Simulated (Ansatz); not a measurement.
**ReS2 monolayer (2H): phonons and vibrational spectra**

Aim: the vibrations of ReS2 monolayer (2H), their spectra, and whether the structure is stable.

Calculated with Ansatz 0.2.0; DFT PBEsol, scalar-relativistic, plane waves, PAW.

## (1) The structure

The cell holds 3 atoms: 1 Re and 2 S. Cell: a = 3.170 Å, b = 3.170 Å, c = 20.000 Å, α = 90.0°, β = 90.0°, γ = 120.0°. Vacuum lies along c.

## (2) Bringing the structure to rest

Harmonic phonons are second derivatives at a point where the forces vanish, and they are wanted at zero stress, so atoms and cell are relaxed first.

The program solves this slab on a cell height of its own, 30.0 Å, in place of the one typed.

input.yaml reads:

```yaml
crystal:
  lattice:
    - [3.17, 0.0, 0.0]
    - [-1.585, 2.7453, 0.0]
    - [0.0, 0.0, 20.0]
  atoms:
    - { symbol: Re, position: [0.333333, 0.666667, 0.5] }
    - { symbol: S, position: [0.666667, 0.333333, 0.5775] }
    - { symbol: S, position: [0.666667, 0.333333, 0.4225] }
  periodic: [true, true, false]
kpoints:
  mp_grid: { grid: [15, 15, 1] }
hamiltonian:
  xc: pbesol
scf:
  occupations: { method: gaussian, width: 0.1 }
output:
  forces: true
  stress: true
  eigenvalues: true
  write_density: true
  write_potential: true
  elf: true
  volumetric_format: npy
relax:
  adjacent_minimum: "off"
  f_tol: 0.005
  max_steps: 80
  cell: { stress_2d_tol: 0.02 }
```

Run with:

```console
> ansatz run input.yaml --threads 8 --pin off --max-ram 14336MiB --backend cpu --events-out ev --progress --plain --runs-dir out
```

Numbers of over 12 decimals in the logs are rounded to 6 here.

The program printed:

```text
Warning: crystal.periodic: the lattice vector that does not repeat stood 0.000° off the slab's normal, 20.000 Å along it as the deck builds it. The run solves the slab on a vector along the normal, 30.000 Å long, with every atom where it was (on the deck's vector they left 16.90 Å outside them, and the widest stretch free of ions among them is 1.55 Å). A fractional position that the run reports is one of the run's ce [...]
Warning: the atoms were moved onto the symmetric positions of the space group found under crystal.symmetry.tolerance 1.0e-5 (fractional; no operation is sought that the atoms, as they stand in a round, miss by more than twice it, and no atom is moved by as much as it), and the run uses the moved positions. Before a round's move an operation carried an atom to 4.23e-6 Å from where it should land, the largest such dist [...]
crystal.periodic: the lattice vector that does not repeat stood 0.000° off the slab's normal, 20.000 Å along it as the deck builds it. The run solves the slab on a vector along the normal, 30.000 Å long, with every atom where it was (on the deck's vector they left 16.90 Å outside them, and the widest stretch free of ions among them is 1.55 Å). A fractional position that the run reports is one of the run's cell, which [...]
Engine: ansatz 0.2.0, aarch64-unknown-linux-gnu
Pseudopotentials: kind: paw
Pseudopotential: Re, paw, valence charge 15, recommended cutoff 420 eV (normal), Re.paw.azcp
Pseudopotential: S, paw, valence charge 6, recommended cutoff 420 eV (normal), S.paw.azcp
Functional definition: PBEsol
  exchange = pbesol_x
  correlation = pbesol_c
Crystal: 3 atoms, lattice volume = 261.078 Å³
Basis set: ecut = 420 eV, 5057 PW (Γ), exchange–correlation on 48×48×432 points (8 copies of the dense FFT grid, shifted against one another)
Bands: 18, of which v1, the nominal top of the filled ones, is band 14 counted from 1 (13 counted from 0)
Symmetry: 12 space group operations
Space group: P-6m2 (ITA 187), of the structure as read, at distance tolerance 6.4e-5 Å
k-points: 27 of 225 (time reversal used)
Non-local potential: Re, projectors of the file, l = 0: 3, l = 1: 2, l = 2: 2, l = 3: 1
Non-local potential: S, projectors of the file, l = 0: 2, l = 1: 2, l = 2: 2
PAW form: soft (Blöchl's): semilocal exchange-correlation on the pseudo side does not see the compensation charge
PAW frozen core: Re, regenerated for the run's functional, and the local potential with it (the file was generated under x = pbe(κ = 0.804, μ = 0.219515), c = pbe(β = 0.066725))
PAW frozen core: S, regenerated for the run's functional, and the local potential with it (the file was generated under x = pbe(κ = 0.804, μ = 0.219515), c = pbe(β = 0.066725))
PAW one-centre angular grid: Re, 590 points (default); XC on 64 Gauss nodes
PAW one-centre angular grid: S, 110 points (default); XC on 64 Gauss nodes
Initial density: superposition of atomic densities (neutral atoms: chi_scale 0, normalization atom), corrected by the library's trained network
Initial wavefunctions: pseudopotential atomic-orbital guess
Functional: x = pbesol(κ = 0.804, μ = 0.123457), c = pbesol(β = 0.046)
SCF iter   1: F=—  HF=-12507.922331 eV  |F-HF|=—  |Δ(HF+E_count)|=         —  Δρ=4.86e-3  dr2=7.48e-2  ethr=1.77e-3  ⟨swp⟩=14.4  Hψ=4764  notcnv=0
preconditioner: auto → LDOS  [metal: Δε(μ)=0.033 eV  Ē_g=8.781 eV  σ=0.100 eV  W_gap=0.18  n_scr=16 (ndim 8)  ℏωp=10.0 eV  f_vac=0.764  D(μ)=5.24/eV (n_scr^D=18)  β→1.0]
SCF iter   2: F=—  HF=-12507.921383 eV  |F-HF|=—  |Δ(HF+E_count)|=   9.48e-4  Δρ=2.04e-3  dr2=2.29e-2  ethr=2.77e-4  ⟨swp⟩=3.1  Hψ=1246  notcnv=0  defer=2
SCF iter   3: F=—  HF=-12507.920318 eV  |F-HF|=—  |Δ(HF+E_count)|=   1.07e-3  Δρ=1.35e-3  dr2=7.36e-3  ethr=8.48e-5  ⟨swp⟩=3.0  Hψ=988  notcnv=0  defer=2
SCF iter   4: F=—  HF=-12507.918939 eV  |F-HF|=—  |Δ(HF+E_count)|=   1.38e-3  Δρ=3.63e-4  dr2=8.23e-4  ethr=2.73e-5  ⟨swp⟩=2.6  Hψ=888  notcnv=0  defer=2
SCF iter   5: F=—  HF=-12507.919002 eV  |F-HF|=—  |Δ(HF+E_count)|=   6.28e-5  Δρ=9.96e-5  dr2=4.42e-5  ethr=3.05e-6  ⟨swp⟩=3.1  Hψ=932  notcnv=0  defer=2
SCF iter   6: F=—  HF=-12507.919033 eV  |F-HF|=—  |Δ(HF+E_count)|=   3.12e-5  Δρ=4.02e-5  dr2=5.02e-6  ethr=1.64e-7  ⟨swp⟩=3.2  Hψ=1050  notcnv=0  defer=2
SCF iter   7: F=—  HF=-12507.919034 eV  |F-HF|=—  |Δ(HF+E_count)|=   8.94e-7  Δρ=1.07e-5  dr2=7.87e-7  ethr=1.86e-8  ⟨swp⟩=3.1  Hψ=1009  notcnv=0  defer=2
iter 8 did not close the SCF: its close was put off until two iterations running show no level that it waits for move by more than its bar (scf_convergence_deferred on its scf_iter line)
SCF iter   8: F=-12507.919035 eV  HF=-12507.919035 eV  |F-HF|=1.17e-8  |Δ(HF+E_count)|=   5.59e-7  Δρ=4.28e-6  dr2=6.13e-8  ethr=3.70e-10  ⟨swp⟩=19.1  Hψ=6572  notcnv=0
SCF iter   9: F=-12507.919035 eV  HF=-12507.919035 eV  |F-HF|=8.76e-9  |Δ(HF+E_count)|=   2.60e-8  Δρ=7.36e-7  dr2=5.15e-9  ethr=2.27e-10  ⟨swp⟩=12.0  Hψ=4844  notcnv=0
SCF 1 converged in 9 iterations: F = -12507.919035 eV  dr2 = 5.15e-9
  greatest PAW one-centre occupation: 0.999 electrons in one spin orbital (limit 2), on the Re atom at site 0 (counted from 0), in its partial waves of l = 0
relax step   1: F+E_penalty+E_count = -12507.91903482 eV  Δ(F+E_penalty+E_count) = +0.000e0 eV  max|allowed force component| = 3.077e-1 eV/Å  Δτ_max = 0.0000 Å  P = -1.855 N/m  Ω = 261.078 Å³  fix = [c, alpha, beta]  reactions: c -0.000 N/m  (9 SCF iters, dr2 threshold 1.00e-7 eV, accepted)
Crystal: 3 atoms, lattice volume = 257.179 Å³
Basis set: ecut = 420 eV, 4961 PW (Γ), exchange–correlation on 48×48×432 points (8 copies of the dense FFT grid, shifted against one another)
Initial density: handed on by an earlier stage of this run
Initial wavefunctions: those handed on with the density
iter 1 solved again at ethr=7.48e-6 eV; its pass at ethr=3.10e-3 eV (dr2=2.02e-3 eV) is discarded
SCF iter   1: F=—  HF=-12507.929026 eV  |F-HF|=—  |Δ(HF+E_count)|=         —  Δρ=6.43e-4  dr2=2.54e-3  ethr=7.48e-6  ⟨swp⟩=3.6  Hψ=4596  notcnv=0
preconditioner: auto → LDOS  [metal: Δε(μ)=0.016 eV  Ē_g=8.949 eV  σ=0.100 eV  W_gap=0.09  n_scr=16 (ndim 8)  ℏωp=10.1 eV  f_vac=0.767  D(μ)=4.82/eV (n_scr^D=16)  β→1.0]
SCF iter   2: F=—  HF=-12507.928654 eV  |F-HF|=—  |Δ(HF+E_count)|=   3.72e-4  Δρ=3.74e-4  dr2=4.26e-4  ethr=7.48e-6  ⟨swp⟩=2.5  Hψ=793  notcnv=0
SCF iter   3: F=—  HF=-12507.928624 eV  |F-HF|=—  |Δ(HF+E_count)|=   3.03e-5  Δρ=1.75e-4  dr2=2.34e-4  ethr=1.58e-6  ⟨swp⟩=3.2  Hψ=996  notcnv=0
SCF iter   4: F=—  HF=-12507.928610 eV  |F-HF|=—  |Δ(HF+E_count)|=   1.41e-5  Δρ=7.02e-5  dr2=2.13e-5  ethr=8.66e-7  ⟨swp⟩=2.6  Hψ=731  notcnv=0
[...]
SCF iter   5: F=—  HF=-12507.931594 eV  |F-HF|=—  |Δ(HF+E_count)|=   1.45e-6  Δρ=9.84e-6  dr2=8.66e-7  ethr=4.42e-8  ⟨swp⟩=3.0  Hψ=926  notcnv=0
SCF iter   6: F=-12507.931594 eV  HF=-12507.931594 eV  |F-HF|=5.35e-8  |Δ(HF+E_count)|=   3.55e-7  Δρ=3.19e-6  dr2=3.95e-8  ethr=1.11e-9  ⟨swp⟩=21.6  Hψ=6187  notcnv=0
SCF 3 converged in 6 iterations: F = -12507.931594 eV  dr2 = 3.95e-8
relax step   3: F+E_penalty+E_count = -12507.93159420 eV  Δ(F+E_penalty+E_count) = -2.979e-3 eV  max|allowed force component| = 1.238e-1 eV/Å  Δτ_max = 0.0102 Å  P = -0.329 N/m  Ω = 255.763 Å³  energy of the carried Pulay correction = +2.985e-4 eV  fix = [c, alpha, beta]  reactions: c -0.000 N/m  (6 SCF iters, dr2 threshold 3.00e-7 eV, accepted)
[... from here on, the SCF cycles and remarks between the steps are left out ...]
relax step   4: F+E_penalty+E_count = -12507.94379850 eV  Δ(F+E_penalty+E_count) = -1.220e-2 eV  max|allowed force component| = 5.924e-2 eV/Å  Δτ_max = 0.0376 Å  P = -2.005 N/m  Ω = 252.174 Å³  energy of the carried Pulay correction = +5.036e-4 eV  fix = [c, alpha, beta]  reactions: c -0.000 N/m  (7 SCF iters, dr2 threshold 3.00e-7 eV, accepted)
relax step   5: F+E_penalty+E_count = -12507.84035229 eV  Δ(F+E_penalty+E_count) = +1.034e-1 eV  max|allowed force component| = 1.487e0 eV/Å  Δτ_max = 0.1831 Å  P = -0.772 N/m  Ω = 227.468 Å³  energy of the carried Pulay correction = +1.997e-3 eV  fix = [c, alpha, beta]  (6 SCF iters, dr2 threshold 3.00e-7 eV, rejected (line search))
relax step   6: F+E_penalty+E_count = -12507.95781930 eV  Δ(F+E_penalty+E_count) = -1.402e-2 eV  max|allowed force component| = 6.515e-1 eV/Å  Δτ_max = 0.0123 Å  P = +1.828 N/m  Ω = 239.965 Å³  energy of the carried Pulay correction = +1.223e-3 eV  fix = [c, alpha, beta]  reactions: c +0.000 N/m  (11 SCF iters, accepted)
relax step   7: F+E_penalty+E_count = -12507.98992826 eV  Δ(F+E_penalty+E_count) = -3.211e-2 eV  max|allowed force component| = 1.146e-1 eV/Å  Δτ_max = 0.0490 Å  P = -0.235 N/m  Ω = 236.905 Å³  energy of the carried Pulay correction = +1.409e-3 eV  fix = [c, alpha, beta]  reactions: c -0.000 N/m  (6 SCF iters, dr2 threshold 3.00e-7 eV, accepted)
relax step   8: F+E_penalty+E_count = -12507.97224448 eV  Δ(F+E_penalty+E_count) = +1.768e-2 eV  max|allowed force component| = 2.716e-1 eV/Å  Δτ_max = 0.0488 Å  P = +1.997 N/m  Ω = 227.794 Å³  energy of the carried Pulay correction = +1.977e-3 eV  fix = [c, alpha, beta]  (6 SCF iters, dr2 threshold 3.00e-7 eV, rejected (line search))
relax step   9: F+E_penalty+E_count = -12507.99279006 eV  Δ(F+E_penalty+E_count) = -2.862e-3 eV  max|allowed force component| = 1.233e-2 eV/Å  Δτ_max = 0.0142 Å  P = -0.108 N/m  Ω = 234.783 Å³  energy of the carried Pulay correction = +1.539e-3 eV  fix = [c, alpha, beta]  reactions: c -0.000 N/m  (9 SCF iters, accepted)
relax step  10: F+E_penalty+E_count = -12507.99290217 eV  Δ(F+E_penalty+E_count) = -1.121e-4 eV  max|allowed force component| = 1.093e-3 eV/Å  Δτ_max = 0.0024 Å  P = +0.001 N/m  Ω = 234.296 Å³  energy of the carried Pulay correction = +1.569e-3 eV  fix = [c, alpha, beta]  reactions: c +0.000 N/m  (5 SCF iters, dr2 threshold 1.69e-8 eV, accepted)
Initial wavefunctions: pseudopotential atomic-orbital guess (no wavefunctions were taken with the density)
iter 1 solved again at ethr=4.19e-7 eV; its pass at ethr=3.10e-3 eV (dr2=1.13e-4 eV) is discarded
SCF iter   1: F=—  HF=-12507.991409 eV  |F-HF|=—  |Δ(HF+E_count)|=         —  Δρ=1.04e-4  dr2=3.22e-6  ethr=4.19e-7  ⟨swp⟩=6.5  Hψ=7551  notcnv=0
preconditioner: auto → LDOS  [metal: Δε(μ)=0.046 eV  Ē_g=8.992 eV  σ=0.100 eV  W_gap=0.25  n_scr=18 (ndim 8)  ℏωp=10.6 eV  f_vac=0.757  D(μ)=2.08/eV (n_scr^D=12)  β→1.0]
SCF iter   2: F=—  HF=-12507.991442 eV  |F-HF|=—  |Δ(HF+E_count)|=   3.32e-5  Δρ=1.39e-5  dr2=1.96e-7  ethr=1.19e-8  ⟨swp⟩=3.3  Hψ=1059  notcnv=0
SCF iter   3: F=—  HF=-12507.991550 eV  |F-HF|=—  |Δ(HF+E_count)|=   1.08e-4  Δρ=3.34e-6  dr2=2.82e-8  ethr=7.26e-10  ⟨swp⟩=3.1  Hψ=1080  notcnv=0
SCF iter   4: F=—  HF=-12507.991550 eV  |F-HF|=—  |Δ(HF+E_count)|=   1.15e-8  Δρ=5.66e-7  dr2=1.32e-9  ethr=1.04e-10  ⟨swp⟩=3.4  Hψ=1126  notcnv=0
SCF iter   5: F=—  HF=-12507.991550 eV  |F-HF|=—  |Δ(HF+E_count)|=   3.39e-9  Δρ=1.91e-7  dr2=6.48e-11  ethr=4.89e-12  ⟨swp⟩=3.3  Hψ=1021  notcnv=0
SCF iter   6: F=—  HF=-12507.991550 eV  |F-HF|=—  |Δ(HF+E_count)|=   2.55e-9  Δρ=6.20e-8  dr2=1.46e-11  ethr=1.00e-12  ⟨swp⟩=1.8  Hψ=637  notcnv=0
SCF iter   7: F=-12507.991550 eV  HF=-12507.991550 eV  |F-HF|=1.82e-11  |Δ(HF+E_count)|=  6.51e-10  Δρ=1.38e-8  dr2=1.15e-12  ethr=1.00e-12  ⟨swp⟩=13.4  Hψ=4148  notcnv=0
SCF 11 converged in 7 iterations: F = -12507.991550 eV  dr2 = 1.15e-12
relax step  11: F+E_penalty+E_count = -12507.99155017 eV  Δ(F+E_penalty+E_count) = +1.352e-3 eV  max|allowed force component| = 6.966e-4 eV/Å  Δτ_max = 0.0000 Å  P = -0.007 N/m  Ω = 234.296 Å³  fix = [c, alpha, beta]  reactions: c -0.000 N/m  stress off target by 6.59e-3 N/m on what of the cell is left free  SCF on the basis re-selected at this cell (its energy is not comparable with the rows above)  (7 SCF iters)
basis re-selected at this cell: Δ(F+E_penalty+E_count) = +1.352e-3 eV, ΔP = -0.007 N/m vs the last step (what re-selecting the basis moved, of the pressure what is left beyond the Pulay correction that the steps carried, after the strain that the cell walked since its last selection, with what the two solves' SCF thresholds leave and, on support functions, any second-order correction that the steps lacked; it is no m [...]
SCF converged after 7 iterations
Free energy (F): -12507.991550 eV
Harris-Foulkes:  -12507.991550 eV  (|F-HF|=1.82e-11)
Internal energy: -12507.981155 eV  (E = F + TS)
E sigma→0 (E₀):  -12507.986352 eV
Entropy (-TS):   -0.010395 eV (-3.465 meV/atom)
Fermi energy:    -4.369007 eV
--- Per-component energies (eV) ---
  E_band       = -674.942761
  E_kinetic    = 756.081477
  E_local      = -52783.957198  (includes V_loc(G=0)·N_el)
  E_nonlocal   = 109.327138
  E_hartree    = 25938.905131
  E_xc         = -593.666078
  E_vxc        = -479.079333  (∫ρ·V_xc dr)
  E_paw        = -9699.220677  (= ΣΔE_a)
  E_vpaw       = -155.124864  (= ΣTr[D̂ρ^β])
  E_aug_tail   = -0.000076  (compensation charges beyond the density's cutoff)
  E_ewald      = 23764.191969
  E_core_change = 0.357160  (= ΣΔE_core)
  E_smearing   = -0.010395  (= −TS)
  E_closure    = 0.000000  (closes the sum)
  Σ components = -12507.991550   (vs F -12507.991550, Δ=0.00e0)
--- Forces (eV/Å), atoms counted from 1 ---
  atom   1  Re     0.00000000     0.00000000     0.00000000
  atom   2  S     -0.00000000    -0.00000000    -0.00069658
  atom   3  S     -0.00000000    -0.00000000     0.00069658
  max |Σ_I F_I| component: 1.16e-17 eV/Å
--- 2D stress c σ (N/m, compression-positive) ---
       -0.006591      -0.000000      -0.000000
       -0.000000      -0.006591       0.000000
       -0.000000       0.000000      -0.000000
  P = ½ c Tr σ = -0.0066 N/m
--- Band table (eV; the first three rows and the last of 27) ---
  k-point 0: bands = [... 10 lower, -7.5249, -7.4896, -7.4896, -3.1088, -3.1088, -3.0652, -3.0652, -0.7076]
  k-point 1: bands = [... 10 lower, -7.6194, -7.5150, -7.4400, -3.3833, -3.2709, -3.1640, -2.9932, -0.5555]
  k-point 2: bands = [... 10 lower, -7.9474, -7.5248, -7.4634, -4.0326, -3.5204, -3.4096, -2.7180, -0.2342]
  k-point 26: bands = [... 10 lower, -9.7882, -9.0422, -6.6698, -4.3164, -3.9878, -2.8170, -0.9042, -0.0900]
--- Relaxed structure (10 steps of the walk, 8 accepted, 1 SCFs on fresh bases) ---
  F+E_penalty+E_count = -12507.99155017 eV   max|allowed force component| = 6.966e-4 eV/Å   (the final SCF, on the basis selected at the relaxed cell)
  cell:  # Å, volume = 234.2962 Å³
    - [3.003009, 0, 0]
    - [-1.501505, 2.600682, 0]
    - [0, 0, 30.0]
  atoms:
    - { symbol: Re, position: [0.333333, 0.666667, 0.333333] }
    - { symbol: S, position: [0.666667, 0.333333, 0.388846] }
    - { symbol: S, position: [0.666667, 0.333333, 0.277821] }
```

Wall time 30 s (8 threads of Arm Neoverse V1, shared host); peak memory 0.72 GiB; 3.7 min of CPU time.

This run has no spin polarisation although its electron count is odd.

Step by step:

```
step  energy less that of the first step (eV)  largest force component (eV/Å)  volume (Å³)
   1                                   0.0000                          0.3077       261.08
   2                                  -0.0096                          0.1206       257.18
   3                                  -0.0126                          0.1238       255.76
   4                                  -0.0248                          0.0592       252.17
   5                                   0.0787                          1.4872       227.47
   6                                  -0.0388                          0.6515       239.96
   7                                  -0.0709                          0.1146       236.90
   8                                  -0.0532                          0.2716       227.79
   9                                  -0.0738                          0.0123       234.78
  10                                  -0.0739                          0.0011       234.30
 11*                                  -0.0725                          0.0007       234.30
```

Relaxation steps marked * repeat the geometry before them on a plane-wave basis chosen anew for their cell, so energy and pressure can jump there. Relaxation steps 5, 8 were tried and not accepted.

The run keeps the 12 symmetry operations that it works with, so distortions that break them were not tested.

```
cell as run  before  after  change
      a (Å)   3.170  3.003  -5.3 %
      b (Å)   3.170  3.003  -5.3 %
```

The atoms that moved most (Å, along periodic axes as changes of fractional coordinates times the final cell, across vacuum about the mean position):

```
atom     dx     dy      dz  length
  S2  0.000  0.000   0.115   0.115
  S3  0.000  0.000  -0.115   0.115
```

The relaxed structure:

```
Re S
1.0
     3.00301    0.00000    0.00000
    -1.50150    2.60068    0.00000
     0.00000    0.00000   30.00000
Re S
1 2
Cartesian
  0.0000 1.7338 10.0000
  1.5015 0.8669 11.6654
  1.5015 0.8669 8.3346
```

This step gave:

```yaml
gap_on_the_k_mesh: 0 eV
area_per_atom: 2.603 Å²
```

Valence density in the ac plane at fractional y = 0.333, with atoms of S within 0.2 Å of it. It is the smooth field of the valence electrons, not physical close to the nuclei.

Ten even steps from '_' (0.0 e/Å³) to '@' (1.0 e/Å³), each cell a mean:
```
________________________________
________________________________
________________________________
________________________________
________________________________
________________________________
________________________________
________________________________
________________________________
________________________________
________________________________
________________________________
________________________________
______________....::::::::....__
==::....::--++%%@@@@##**%%@@@@**
++****##**++++++++++++++++++====
====++++++++++++************++++
--::......::==##@@%%****%%@@%%++
__________________........______
________________________________
________________________________
________________________________
________________________________
________________________________
```
Columns run along a (3.0 Å), rows up along c (30.0 Å). Atoms in or near the plane, at fractional coordinates: S at (0.67, 0.39), S at (0.67, 0.28).

ELF in the ac plane at fractional y = 0.333, with atoms of S within 0.2 Å of it. It is the smooth field of the valence electrons, not physical close to the nuclei.

Ten even steps from '0' (0.00) to '9' (0.84), each cell a mean:
```
0000000000000000
0000000000000000
0000000000000000
0000000000000000
0000000000000000
0000000000000000
0000000000000000
0000000000000000
0000000000000000
0000000000000000
0000000000000000
0000000000000000
0000000000000000
3100125688998875
8522379996445899
3333334555555554
4322345666555665
8421379997556899
2100013567777654
0000000000000000
0000000000000000
0000000000000000
0000000000000000
0000000000000000
```
Columns run along a (3.0 Å), rows up along c (30.0 Å). Atoms in or near the plane, at fractional coordinates: S at (0.67, 0.39), S at (0.67, 0.28).

Electrostatic potential energy in the ac plane at fractional y = 0.333, with atoms of S within 0.2 Å of it. With pseudopotentials it is smooth inside the atoms' cores, unlike the true potential.

Values in eV, 24 rows by 16 columns, each cell a mean:
```
  0   0   0   0   0   0   0   0   0   0   0   0   0   0   0   0
  0   0   0   0   0   0   0   0   0   0   0   0   0   0   0   0
  0   0   0   0   0   0   0   0   0   0   0   0   0   0   0   0
  0   0   0   0   0   0   0   0   0   0   0   0   0   0   0   0
  0   0   0   0   0   0   0   0   0   0   0   0   0   0   0   0
  0   0   0   0   0   0   0   0   0   0   0   0   0   0   0   0
  0   0   0   0   0   0   0   0   0   0   0   0   0   0   0   0
  0   0   0   0   0   0   0   0   0   0   0   0   0   0   0   0
  0   0   0   0   0   0   0   0   0   0   0   0   0   0   0   0
  0   0   0   0   0   0   0   0   0   0   0   0   0   0   0   0
  0   0   0   0   0   0   0   0   0   0   0   0   0   0   0   0
  0   0   0   0   0   0   0   0   0   0   0   0   0   0   0   0
  0   0   0   0   0   0   0   0   0   0   0   0   0   0   0   0
 -1  -1  -1  -1  -1  -1  -2  -2  -3  -5  -6  -6  -5  -4  -3  -2
 -8  -5  -4  -3  -4  -7 -14 -27 -32 -33 -34 -33 -34 -33 -29 -17
-13 -17 -19 -20 -18 -15 -12 -11 -12 -14 -14 -14 -14 -12 -11 -11
-12 -13 -15 -15 -14 -13 -12 -13 -16 -18 -19 -19 -18 -17 -14 -12
 -8  -4  -3  -3  -4  -6 -12 -24 -29 -31 -31 -31 -31 -30 -26 -15
 -1  -1   0   0   0  -1  -1  -1  -2  -2  -2  -2  -2  -2  -1  -1
  0   0   0   0   0   0   0   0   0   0   0   0   0   0   0   0
  0   0   0   0   0   0   0   0   0   0   0   0   0   0   0   0
  0   0   0   0   0   0   0   0   0   0   0   0   0   0   0   0
  0   0   0   0   0   0   0   0   0   0   0   0   0   0   0   0
  0   0   0   0   0   0   0   0   0   0   0   0   0   0   0   0
```
Columns run along a (3.0 Å; values clipped at the 3rd and 97th percentile), rows up along c (30.0 Å). Atoms in or near the plane, at fractional coordinates: S at (0.67, 0.39), S at (0.67, 0.28).

(Continued in part 2 of 3.)

[Logs are printed without paths, hosts, clocks, repeated set-up lines and the standing remarks that a program may print on its own settings, such as how far it seeks lower states.]

[Hosts, paths, dates, database ids (printed as entryN), source tags and the programs' standing remarks are cut or masked in the printed files.]
